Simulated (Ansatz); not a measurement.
# linear Pd chain under tension and compression, part 2 of 3

Aim: how do moment and conductance of the linear Pd chain follow its length?

Ansatz 0.2.0; DFT PBEsol, plane waves, PAW; relaxation of a chain's period (the session's first sound run).

So far. Step 2 (The relaxed wire): The cell's length comes to 2.362 Å with no moment.

## (3) At a set period, period over the relaxed period 0.88, k-mesh 1×1×39

This step: DFT PBEsol, plane waves, PAW; channels and complex bands of a perfect chain (Ansatz 0.2.0).

The period is set to 0.88 times the relaxed one: shorter bonds widen the bands.

The cell differs from the one that the last finished run ended in (c 2.362 → 2.079 Å).

Input file input.yaml:

```yaml
crystal:
  lattice:
    - [7.5, 0.0, 0.0]
    - [0.0, 7.5, 0.0]
    - [0.0, 0.0, 2.0789643634]
  atoms:
    - { symbol: Pd, position: [0.5, 0.5, 0.0], spin: 0.6 }
magnetization:
  spin_polarized: true
kpoints:
  mp_grid: { grid: [1, 1, 39] }
scf:
  occupations: { method: fermi_dirac, width: 0.05 }
hamiltonian:
  xc: pbesol
output:
  transmission:
    e_range: [-2, 2]
    de: 0.035
    kmesh: [1, 1]
    reduced_basis: true
    leads: [[0, 0]]
  stress: true
```

Command:

```bash
$ ansatz run input.yaml --threads 4 --pin off --max-ram 8192MiB --backend cpu --events-out ev --progress --plain --runs-dir out
```

Numbers of over 12 decimals in the logs are rounded to 6 here.

Log:

```text
[...]
Crystal: 1 atoms, lattice volume = 116.942 Å³
Basis set: ecut = 420 eV, 2287 PW (Γ)
Bands: 14, of which v1, the nominal top of the filled ones, is band 9 counted from 1 (8 counted from 0)
Symmetry: 16 space group operations
[...]
k-points: 20 of 39
[...]
Starting moments: Σ|m| = 0.6 μB on 1 of 1 site
[...]
SCF iter   1: F=—  HF=-6904.422560 eV  |F-HF|=—  |Δ(HF+E_count)|=         —  Δρ=4.34e-2 (↑4.34e-2 ↓2.46e-2)  dr2=6.52e0  dr2_m=1.64e-1  M=0.141 μB ∫|m|=0.142 μB  β_m=0.30  ethr=3.10e-3  ⟨swp⟩=4.6  Hψ=2871  notcnv=0
[...]
SCF iter  15: F=-6903.067546 eV  HF=-6903.067546 eV  |F-HF|=6.37e-12  |Δ(HF+E_count)|=  1.59e-10  Δρ=5.36e-8 (↑5.36e-8 ↓4.78e-8)  dr2=2.64e-13  dr2_m=2.43e-12  M=0.000 μB ∫|m|=0.000 μB  ethr=1.00e-12  ⟨swp⟩=2.1  Hψ=1110  notcnv=0
SCF 1 converged in 15 iterations: F = -6903.067546 eV  dr2 = 2.64e-13
[...]
transmission: 6 of 36 steps passed
transmission: 9 of 36 steps passed
[...]
transmission: 36 of 36 steps passed
SCF converged after 15 iterations
Magnetization: 0.0000 μB (9.0000 up, 9.0000 down)
Absolute magnetization: 0.0000 μB (∫|ρ↑−ρ↓|, with the PAW one-centre terms)
[...]
Per-site moments (μB) at R_I (Å): [(-1.4543334690019667e-7, 0.857573)]
Free energy (F): -6903.067546 eV
[...]
Internal energy: -6903.059220 eV  (E = F + TS)
E sigma→0 (E₀):  -6903.063383 eV
Entropy (-TS):   -0.008326 eV (-8.326 meV/atom)
Fermi energy:    -2.030290 eV
[...]
--- Stress (GPa, compression-positive) ---
       -0.128269       0.000000       0.000000
        0.000000      -0.128269       0.000000
        0.000000       0.000000      16.825393
  P = ⅓ Tr σ = 5.5230 GPa (55.230 kbar)
--- Band table (eV; the first three rows and the last of 40) ---
  k-point 0 ↑: bands = [... 5 lower, -4.8555, -4.8524, -3.7508, -1.4091, -1.4091, 0.8332, 0.8332, 2.9101, ... 1 higher]
  k-point 1 ↑: bands = [... 5 lower, -4.8464, -4.8433, -3.7299, -1.5128, -1.5128, 0.9108, 0.9108, 2.9326, ... 1 higher]
  k-point 2 ↑: bands = [... 5 lower, -4.8193, -4.8163, -3.6670, -1.7895, -1.7895, 1.1123, 1.1123, 2.9999, ... 1 higher]
  k-point 19 ↓: bands = [... 5 lower, -7.9636, -3.2752, -3.2747, -1.4795, 4.6284, 9.2311, 9.5353, 9.5353, ... 1 higher]
--- Transmission ---
  basis      : 497 plane waves across, 3 finite elements along
  points     : 1, standing for a mesh of 1 x 1
  filling    : by the input's occupations and mesh, since the crystals that have channels conduct as metals do. If one of these is a semiconductor, that mesh has misplaced its level
  energies   : 115 from -2.000000 to 1.990000 eV about the Fermi level, 0.035000 eV apart; the leads are filled to 0.000000 eV, and channels, transmission and decay are at -0.005000 eV
  crystal 0  : Pd1, at the sites [0, 0], period 2.0790 Å: whole cells are its period
    offset         : up to 0.0000 Å between an atom of the period and one for which it stands
    filled         : 2.4 meV under the level at which it is neutral
    channels       : 4.000000e0 up, 4.000000e0 down
    conductance    : 5.5098e14 S/m² at 300 K; may be off by some 0.0 % by where its bands' edges are placed, 0.0 % from the distance to neutral
```

It took 15 s on 4 threads of Arm Neoverse V2, shared host; peak memory 0.42 GiB; 48 s of CPU time.

Numbers from this step:

```yaml
energy_at_zero_smearing: -6903.0634 eV
channels_at_the_energy_nearest_the_fermi_level_spin_up: 4
channels_at_the_energy_nearest_the_fermi_level_spin_down: 4
conductance_of_the_lead_as_this_run_defines_it: 4.000 G₀
band_gap: 0 eV
```

Table of open channels of the lead by energy, zero at the Fermi level:

```
energy (eV)  spin up  spin down
     -2.000        5          5
     -1.790        5          5
     -1.615        6          6
     -1.405        6          6
     -1.195        4          4
     -0.985        4          4
     -0.810        4          4
     -0.600        4          4
     -0.390        4          4
     -0.215        4          4
     -0.005        4          4
      0.205        4          4
      0.415        4          4
      0.590        3          3
      0.800        1          1
      1.010        1          1
      1.185        1          1
      1.395        1          1
      1.605        1          1
      1.815        1          1
```

At the computed energy nearest the Fermi level there are 4 spin-up and 4 spin-down channels, and the thermal average gives 4.00 G₀.

## (4) At a set period, period over the relaxed period 0.92, k-mesh 1×1×37

The period is set to 0.92 times the relaxed one: shorter bonds widen the bands.

The cell differs from the one that the last finished run ended in (c 2.079 → 2.173 Å).

input.yaml: that of step 3 with these lines changed.

```diff
@@ -4,3 +4,3 @@
     - [0.0, 7.5, 0.0]
-    - [0.0, 0.0, 2.0789643634]
+    - [0.0, 0.0, 2.1734627436]
   atoms:
@@ -10,3 +10,3 @@
 kpoints:
-  mp_grid: { grid: [1, 1, 39] }
+  mp_grid: { grid: [1, 1, 37] }
 scf:
```

Log:

```text
[...]
Crystal: 1 atoms, lattice volume = 122.257 Å³
Basis set: ecut = 420 eV, 2407 PW (Γ)
Bands: 14, of which v1, the nominal top of the filled ones, is band 9 counted from 1 (8 counted from 0)
Symmetry: 16 space group operations
[...]
k-points: 19 of 37
[...]
Starting moments: Σ|m| = 0.6 μB on 1 of 1 site
[...]
--- Transmission ---
  basis      : 497 plane waves across, 3 finite elements along
  points     : 1, standing for a mesh of 1 x 1
[...]
crystal 0  : Pd1, at the sites [0, 0], period 2.1735 Å: whole cells are its period
[...]
filled         : 2.6 meV over the level at which it is neutral
    channels       : 4.000000e0 up, 4.000000e0 down
[...]
[key lines of the parts left out:]
SCF converged after 15 iterations
Magnetization: 0.0000 μB (9.0000 up, 9.0000 down)
Free energy (F): -6903.475635 eV
Fermi energy:    -2.328126 eV
P = ⅓ Tr σ = 2.7333 GPa (27.333 kbar)
```

Wall time 13 s (4 threads); peak memory 0.4 GiB.

At the computed energy nearest the Fermi level there are 4 spin-up and 4 spin-down channels, and the thermal average gives 4.00 G₀.

## (5) The chain at a fixed length, period over the relaxed period 0.96, k-mesh 1×1×36

The period is set to 0.96 times the relaxed one: shorter bonds widen the bands.

The cell differs from the one that the last finished run ended in (c 2.173 → 2.268 Å).

input.yaml: that of step 4 with these lines changed.

```diff
@@ -4,3 +4,3 @@
     - [0.0, 7.5, 0.0]
-    - [0.0, 0.0, 2.1734627436]
+    - [0.0, 0.0, 2.2679611238]
   atoms:
@@ -10,3 +10,3 @@
 kpoints:
-  mp_grid: { grid: [1, 1, 37] }
+  mp_grid: { grid: [1, 1, 36] }
 scf:
```

Log:

```text
[...]
Crystal: 1 atoms, lattice volume = 127.573 Å³
Basis set: ecut = 420 eV, 2511 PW (Γ)
Bands: 14, of which v1, the nominal top of the filled ones, is band 9 counted from 1 (8 counted from 0)
Symmetry: 16 space group operations
[...]
k-points: 19 of 36
[...]
Starting moments: Σ|m| = 0.6 μB on 1 of 1 site
[...]
--- Transmission ---
  basis      : 497 plane waves across, 3 finite elements along
  points     : 1, standing for a mesh of 1 x 1
[...]
crystal 0  : Pd1, at the sites [0, 0], period 2.2680 Å: whole cells are its period
[...]
filled         : 1.1 meV under the level at which it is neutral
    channels       : 4.000000e0 up, 4.000000e0 down
[...]
[key lines of the parts left out:]
SCF converged after 16 iterations
Magnetization: -0.0000 μB (9.0000 up, 9.0000 down)
Free energy (F): -6903.662461 eV
Fermi energy:    -2.543912 eV
P = ⅓ Tr σ = 0.9721 GPa (9.721 kbar)
```

It took 13 s on 4 threads; peak memory 0.4 GiB.

At the computed energy nearest the Fermi level there are 4 spin-up and 4 spin-down channels, and the thermal average gives 4.00 G₀.

## (6) The chain at a fixed length, period over the relaxed period 1, k-mesh 1×1×34

The period is set to 1.0 times the relaxed one, as the point of reference.

input.yaml: that of step 5 with these lines changed.

```diff
@@ -4,3 +4,3 @@
     - [0.0, 7.5, 0.0]
-    - [0.0, 0.0, 2.2679611238]
+    - [0.0, 0.0, 2.3624595039]
   atoms:
@@ -10,3 +10,3 @@
 kpoints:
-  mp_grid: { grid: [1, 1, 36] }
+  mp_grid: { grid: [1, 1, 34] }
 scf:
```

Log:

```text
[...]
Crystal: 1 atoms, lattice volume = 132.888 Å³
Basis set: ecut = 420 eV, 2583 PW (Γ)
Bands: 14, of which v1, the nominal top of the filled ones, is band 9 counted from 1 (8 counted from 0)
Symmetry: 16 space group operations
[...]
k-points: 18 of 34
[...]
Starting moments: Σ|m| = 0.6 μB on 1 of 1 site
[...]
--- Transmission ---
  basis      : 497 plane waves across, 3 finite elements along
  points     : 1, standing for a mesh of 1 x 1
[...]
crystal 0  : Pd1, at the sites [0, 0], period 2.3625 Å: whole cells are its period
[...]
filled         : 3.5 meV under the level at which it is neutral
    channels       : 4.000000e0 up, 4.000000e0 down
[...]
[key lines of the parts left out:]
SCF converged after 17 iterations
Magnetization: 0.0000 μB (9.0000 up, 9.0000 down)
Free energy (F): -6903.710369 eV
Fermi energy:    -2.673134 eV
P = ⅓ Tr σ = -0.0893 GPa (-0.893 kbar)
```

Run time: 13 s. Hardware: 4 threads; peak memory 0.4 GiB; 43 s of CPU time.

Table of open channels of the lead by energy, zero at the Fermi level:

```
energy (eV)  spin up  spin down
     -2.000        3          3
     -1.790        3          3
     -1.615        3          3
     -1.405        5          5
     -1.195        5          5
     -0.985        5          5
     -0.810        5          5
     -0.600        4          4
     -0.390        4          4
     -0.215        4          4
     -0.005        4          4
      0.205        4          4
      0.415        1          1
      0.590        1          1
      0.800        1          1
      1.010        1          1
      1.185        1          1
      1.395        1          1
      1.605        1          1
      1.815        1          1
```

At the computed energy nearest the Fermi level there are 4 spin-up and 4 spin-down channels, and the thermal average gives 4.00 G₀.

## (7) At a set period, period over the relaxed period 1.04, k-mesh 1×1×33

The period is set to 1.04 times the relaxed one: longer bonds narrow the bands.

The cell differs from the one that the last finished run ended in (c 2.362 → 2.457 Å).

input.yaml: that of step 6 with these lines changed.

```diff
@@ -4,3 +4,3 @@
     - [0.0, 7.5, 0.0]
-    - [0.0, 0.0, 2.3624595039]
+    - [0.0, 0.0, 2.4569578841]
   atoms:
@@ -10,3 +10,3 @@
 kpoints:
-  mp_grid: { grid: [1, 1, 34] }
+  mp_grid: { grid: [1, 1, 33] }
 scf:
```

Log:

```text
[...]
Crystal: 1 atoms, lattice volume = 138.204 Å³
Basis set: ecut = 420 eV, 2681 PW (Γ)
Bands: 14, of which v1, the nominal top of the filled ones, is band 9 counted from 1 (8 counted from 0)
Symmetry: 16 space group operations
[...]
k-points: 17 of 33
[...]
Starting moments: Σ|m| = 0.6 μB on 1 of 1 site
[...]
--- Transmission ---
  basis      : 497 plane waves across, 4 finite elements along
  points     : 1, standing for a mesh of 1 x 1
[...]
crystal 0  : Pd1, at the sites [0, 0], period 2.4570 Å: whole cells are its period
[...]
filled         : 2.2 meV under the level at which it is neutral
    channels       : 4.000000e0 up, 4.000000e0 down
[...]
[key lines of the parts left out:]
SCF converged after 18 iterations
Magnetization: 0.3710 μB (9.1855 up, 8.8145 down)
Free energy (F): -6903.675673 eV
Fermi energy:    -2.772397 eV
P = ⅓ Tr σ = -0.6603 GPa (-6.603 kbar)
```

It took 20 s on 4 threads; peak memory 0.46 GiB.

At the computed energy nearest the Fermi level there are 4 spin-up and 4 spin-down channels, and the thermal average gives 3.78 G₀. The change of length costs 0.037 eV a cell and leaves an absolute moment of 0.37 μB a cell.

For the conductance of the lead as this run defines it, step 3 gave 4.00 G₀; this run, with period over the relaxed period 1.04 and k-mesh 1×1×33, gives 3.78 G₀ (-5 %).

## (8) At a set period, period over the relaxed period 1.08, k-mesh 1×1×32

The period is set to 1.08 times the relaxed one: longer bonds narrow the bands.

The cell differs from the one that the last finished run ended in (c 2.457 → 2.551 Å).

input.yaml: that of step 7 with these lines changed.

```diff
@@ -4,3 +4,3 @@
     - [0.0, 7.5, 0.0]
-    - [0.0, 0.0, 2.4569578841]
+    - [0.0, 0.0, 2.5514562642]
   atoms:
@@ -10,3 +10,3 @@
 kpoints:
-  mp_grid: { grid: [1, 1, 33] }
+  mp_grid: { grid: [1, 1, 32] }
 scf:
```

Log:

```text
[...]
Crystal: 1 atoms, lattice volume = 143.519 Å³
Basis set: ecut = 420 eV, 2817 PW (Γ)
Bands: 14, of which v1, the nominal top of the filled ones, is band 9 counted from 1 (8 counted from 0)
Symmetry: 16 space group operations
[...]
k-points: 17 of 32
[...]
Starting moments: Σ|m| = 0.6 μB on 1 of 1 site
[...]
--- Transmission ---
  basis      : 497 plane waves across, 4 finite elements along
  points     : 1, standing for a mesh of 1 x 1
[...]
crystal 0  : Pd1, at the sites [0, 0], period 2.5515 Å: whole cells are its period
[...]
filled         : 9.2 meV over the level at which it is neutral
    channels       : 1.000000e0 up, 4.000000e0 down
[...]
[key lines of the parts left out:]
SCF converged after 11 iterations
Magnetization: 0.7125 μB (9.3563 up, 8.6437 down)
Free energy (F): -6903.606009 eV
Fermi energy:    -2.810098 eV
P = ⅓ Tr σ = -0.9422 GPa (-9.422 kbar)
```

It took 18 s on 4 threads; peak memory 0.44 GiB; 63 s of CPU time.

At the computed energy nearest the Fermi level there are 1 spin-up and 4 spin-down channels, and the thermal average gives 2.51 G₀. The change of length costs 0.103 eV a cell and leaves an absolute moment of 0.71 μB a cell.

Between step 3 and this run (period over the relaxed period 1.08 and k-mesh 1×1×32) the value for the conductance of the lead as this run defines it moves from 4.00 G₀ to 2.51 G₀ (-37 %).

## (9) The chain at a fixed length, period over the relaxed period 1.13, k-mesh 1×1×30

The period is set to 1.13 times the relaxed one: longer bonds narrow the bands.

The cell differs from the one that the last finished run ended in (c 2.551 → 2.670 Å).

input.yaml: that of step 8 with these lines changed.

```diff
@@ -4,3 +4,3 @@
     - [0.0, 7.5, 0.0]
-    - [0.0, 0.0, 2.5514562642]
+    - [0.0, 0.0, 2.6695792394]
   atoms:
@@ -10,3 +10,3 @@
 kpoints:
-  mp_grid: { grid: [1, 1, 32] }
+  mp_grid: { grid: [1, 1, 30] }
 scf:
```

Log:

```text
[...]
Crystal: 1 atoms, lattice volume = 150.164 Å³
Basis set: ecut = 420 eV, 3009 PW (Γ)
Bands: 14, of which v1, the nominal top of the filled ones, is band 9 counted from 1 (8 counted from 0)
Symmetry: 16 space group operations
[...]
k-points: 16 of 30
[...]
Starting moments: Σ|m| = 0.6 μB on 1 of 1 site
[...]
--- Transmission ---
  basis      : 497 plane waves across, 4 finite elements along
  points     : 1, standing for a mesh of 1 x 1
[...]
crystal 0  : Pd1, at the sites [0, 0], period 2.6696 Å: whole cells are its period
[...]
filled         : 1.9 meV over the level at which it is neutral
    channels       : 1.000000e0 up, 4.000000e0 down
[...]
[key lines of the parts left out:]
SCF converged after 12 iterations
Magnetization: 0.7178 μB (9.3589 up, 8.6411 down)
Free energy (F): -6903.479481 eV
Fermi energy:    -2.830379 eV
P = ⅓ Tr σ = -1.1952 GPa (-11.952 kbar)
```

Wall time 18 s (4 threads); peak memory 0.44 GiB.

Open channels of the lead against energy, zero at the Fermi level:

```
energy (eV)  spin up  spin down
     -2.000        3          1
     -1.790        3          3
     -1.615        3          3
     -1.405        3          3
     -1.195        3          3
     -0.985        5          3
     -0.810        5          3
     -0.600        3          5
     -0.390        4          5
     -0.215        1          3
     -0.005        1          4
      0.205        1          4
      0.415        1          1
      0.590        1          1
      0.800        1          1
      1.010        1          1
      1.185        1          1
      1.395        1          1
      1.605        1          1
      1.815        1          1
```

At the computed energy nearest the Fermi level there are 1 spin-up and 4 spin-down channels, and the thermal average gives 2.50 G₀. The change of length costs 0.231 eV a cell and leaves an absolute moment of 0.72 μB a cell.

## (10) The chain at a fixed length, period over the relaxed period 1.2, k-mesh 1×1×29

The period is set to 1.2 times the relaxed one: longer bonds narrow the bands.

The cell differs from the one that the last finished run ended in (c 2.670 → 2.835 Å).

input.yaml: that of step 9 with these lines changed.

```diff
@@ -4,3 +4,3 @@
     - [0.0, 7.5, 0.0]
-    - [0.0, 0.0, 2.6695792394]
+    - [0.0, 0.0, 2.8349514047]
   atoms:
@@ -10,3 +10,3 @@
 kpoints:
-  mp_grid: { grid: [1, 1, 30] }
+  mp_grid: { grid: [1, 1, 29] }
 scf:
```

Log:

```text
[...]
Crystal: 1 atoms, lattice volume = 159.466 Å³
Basis set: ecut = 420 eV, 3145 PW (Γ)
Bands: 14, of which v1, the nominal top of the filled ones, is band 9 counted from 1 (8 counted from 0)
Symmetry: 16 space group operations
[...]
k-points: 15 of 29
[...]
Starting moments: Σ|m| = 0.6 μB on 1 of 1 site
[...]
--- Transmission ---
  basis      : 497 plane waves across, 4 finite elements along
  points     : 1, standing for a mesh of 1 x 1
[...]
crystal 0  : Pd1, at the sites [0, 0], period 2.8350 Å: whole cells are its period
[...]
filled         : 3.0 meV under the level at which it is neutral
    channels       : 1.000000e0 up, 4.000000e0 down
[...]
[key lines of the parts left out:]
SCF converged after 15 iterations
Magnetization: 0.7313 μB (9.3656 up, 8.6344 down)
Free energy (F): -6903.275969 eV
Fermi energy:    -2.794201 eV
P = ⅓ Tr σ = -1.2248 GPa (-12.248 kbar)
```

It took 11 s on 4 threads; peak memory 0.39 GiB; 39 s of CPU time.

At the computed energy nearest the Fermi level there are 1 spin-up and 4 spin-down channels, and the thermal average gives 2.44 G₀. The change of length costs 0.438 eV a cell and leaves an absolute moment of 0.73 μB a cell.

Between step 3 and this run (period over the relaxed period 1.2 and k-mesh 1×1×29) the value for the conductance of the lead as this run defines it moves from 4.00 G₀ to 2.44 G₀ (-39 %).

[end of part 2 of 3]

[Logs are printed without paths, hosts, clocks, repeated set-up lines and the standing remarks that a program may print on its own settings, such as how far it seeks lower states.]

[Hosts, paths, dates, database ids (printed as entryN), source tags and the programs' standing remarks are cut or masked in the printed files.]
